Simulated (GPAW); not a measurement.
Consider Al2Pd (Fm-3m).

```xyz
3
Lattice="0.0000 2.9495 2.9495 2.9495 0.0000 2.9495 2.9495 2.9495 0.0000" Properties=species:S:1:pos:R:3 pbc="T T T"
Pd    0.0000    0.0000    0.0000
Al    4.4243    4.4243    4.4243
Al    1.4748    1.4748    1.4748
```

Absorber: atom 2, with 4 Pd at 2.55 Å and 6 Al at 2.95 Å (10-fold, site symmetry -43m). Method: GPAW, LDA, excited-electron core hole (neutral cell), 18-atom cell with 7.2 Å between holes, 4×4×3 k points, dipole transitions, Gaussian full width 0.9 eV up to 4 eV, rising linearly to 3.5 eV at 25 eV.

Question: Predict the near-edge structure at the Al K edge.

Main maxima up to 24 eV above the zero (height): 0.6 eV (0.77), 4.7 eV (1.96), 9.0 eV (1.13) and 13.5 eV (1.00). A K edge sees empty p states on the absorber. The total-energy difference is 1563.30 eV. One term is added: -13.88 eV, since the hole is spin-paired here and a spin-polarised one costs that much less in the free atom (computed apart). The photon energy is then 1549.42 eV. The tabulated edge of the element is 1559 eV. The functional leaves an error in such absolute values: in the free atom LDA prices this hole 7.2 eV below PBE (computed apart), and PBE is itself good to a few eV.

The Al K spectrum (energy from the lowest empty level; intensity scaled to a mean of 1 over the first 20 eV):

| E (eV) | intensity |
| --- | --- |
| -2.00 | 0.00 |
| -1.25 | 0.00 |
| -0.50 | 0.09 |
| 0.25 | 0.66 |
| 1.00 | 0.65 |
| 1.75 | 0.51 |
| 2.50 | 0.56 |
| 3.25 | 1.15 |
| 4.00 | 1.34 |
| 4.75 | 1.96 |
| 5.50 | 1.81 |
| 6.25 | 1.47 |
| 7.00 | 1.38 |
| 7.75 | 1.16 |
| 8.50 | 1.11 |
| 9.25 | 1.12 |
| 10.00 | 1.02 |
| 10.75 | 0.87 |
| 11.50 | 0.79 |
| 12.25 | 0.86 |
| 13.00 | 0.98 |
| 13.75 | 1.00 |
| 14.50 | 0.94 |
| 15.25 | 0.91 |
| 16.00 | 0.88 |
| 16.75 | 0.83 |
| 17.50 | 0.79 |
| 18.25 | 0.75 |
| 19.00 | 0.68 |
| 19.75 | 0.62 |
| 20.50 | 0.58 |
| 21.25 | 0.56 |
| 22.00 | 0.54 |
| 22.75 | 0.51 |
| 23.50 | 0.49 |
| 24.25 | 0.48 |
| 25.00 | 0.52 |
| 25.75 | 0.61 |
| 26.50 | 0.73 |
| 27.25 | 0.87 |
| 28.00 | 0.99 |
| 28.75 | 1.06 |
| 29.50 | 1.08 |
| 30.25 | 1.05 |
| 31.00 | 1.02 |
| 31.75 | 1.00 |

The mesh is coarse (0.31 Å⁻¹ between points), so small maxima may be mesh ripples. The structure is a computed Materials Project entry and may be a hypothetical form.

[Banner, clock and machine lines of the logs are left out without a mark of their own.]

[Logs are printed without paths, hosts, clocks, repeated set-up lines and the standing remarks that a program may print on its own settings, such as how far it seeks lower states.]

[Hosts, paths, dates, database ids (printed as entryN), source tags and the programs' standing remarks are cut or masked in the printed files.]

[Lists of maxima count a maximum above −3 eV only where it reaches 4 % of the highest in the window and stands out from its surroundings by 2 % of it (1.5 % where it reaches 55 %); shoulders and weaker maxima are passed over, and of the rest the first, up to two pre-edge ones and the few strongest are named.]
